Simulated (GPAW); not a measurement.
The O K edge of atom 3 in TaO2 (P4_2/mnm), with 1 Ta at 2.02 Å and 2 Ta at 2.09 Å (distorted trigonal planar, site symmetry m2m), was computed in 2 ways: excited-electron core hole (neutral cell) and no core hole. Program and functional: GPAW, LDA, without spin-orbit coupling, Gaussian full width 0.9 eV up to 4 eV, rising linearly to 3.5 eV at 25 eV; cells of 6 and 24 atoms (the run without a hole in the smaller).

Each run is counted from its own lowest empty level or Fermi level and scaled to a mean of 1 over its first 20 eV.

| E (eV) | run 1 | run 2 |
| --- | --- | --- |
| -2.00 | 0.00 | 0.00 |
| -1.25 | 0.00 | 0.00 |
| -0.50 | 0.10 | 0.08 |
| 0.25 | 0.61 | 0.71 |
| 1.00 | 0.88 | 1.26 |
| 1.75 | 1.42 | 1.17 |
| 2.50 | 1.34 | 0.62 |
| 3.25 | 0.58 | 0.58 |
| 4.00 | 0.60 | 1.28 |
| 4.75 | 0.97 | 2.16 |
| 5.50 | 1.52 | 1.93 |
| 6.25 | 1.37 | 1.92 |
| 7.00 | 1.48 | 1.95 |
| 7.75 | 1.76 | 1.51 |
| 8.50 | 1.60 | 1.18 |
| 9.25 | 1.42 | 1.11 |
| 10.00 | 1.36 | 1.13 |
| 10.75 | 1.48 | 1.21 |
| 11.50 | 1.52 | 1.11 |
| 12.25 | 1.33 | 0.85 |
| 13.00 | 1.05 | 0.65 |
| 13.75 | 0.80 | 0.52 |
| 14.50 | 0.61 | 0.42 |
| 15.25 | 0.46 | 0.36 |
| 16.00 | 0.36 | 0.34 |
| 16.75 | 0.33 | 0.36 |
| 17.50 | 0.35 | 0.45 |
| 18.25 | 0.43 | 0.58 |
| 19.00 | 0.55 | 0.71 |
| 19.75 | 0.64 | 0.77 |
| 20.50 | 0.67 | 0.75 |
| 21.25 | 0.63 | 0.68 |
| 22.00 | 0.56 | 0.60 |
| 22.75 | 0.49 | 0.54 |
| 23.50 | 0.44 | 0.51 |
| 24.25 | 0.41 | 0.51 |
| 25.00 | 0.40 | 0.53 |
| 25.75 | 0.41 | 0.60 |
| 26.50 | 0.45 | 0.71 |
| 27.25 | 0.53 | 0.84 |
| 28.00 | 0.61 | 0.97 |
| 28.75 | 0.69 | 1.08 |
| 29.50 | 0.76 | 1.18 |
| 30.25 | 0.83 | 1.29 |
| 31.00 | 0.93 | 1.41 |
| 31.75 | 1.06 | 1.50 |

Q: Which run is which?

Run 1: no core hole (area from −2 to 6 eV 6.2, main maxima 2.1 eV (1.52), 5.7 eV (1.54), 7.8 eV (1.76) and 11.3 eV (1.54)). Run 2: excited-electron core hole (neutral cell) (area from −2 to 6 eV 7.6, main maxima 1.3 eV (1.41), 5.0 eV (2.24), 6.6 eV (2.03) and 10.8 eV (1.22)). With each curve scaled to its own mean, the area from −2 to 6 eV with the hole is 7.6 against 6.2, and the centre of weight from −1 to 20 eV moves by -0.4 eV: the hole pulls the absorber's empty states down.

[Hosts, paths, dates, database ids (printed as entryN), source tags and the programs' standing remarks are cut or masked in the printed files.]

[Lists of maxima count a maximum above −3 eV only where it reaches 4 % of the highest in the window and stands out from its surroundings by 2 % of it (1.5 % where it reaches 55 %); shoulders and weaker maxima are passed over, and of the rest the first, up to two pre-edge ones and the few strongest are named.]
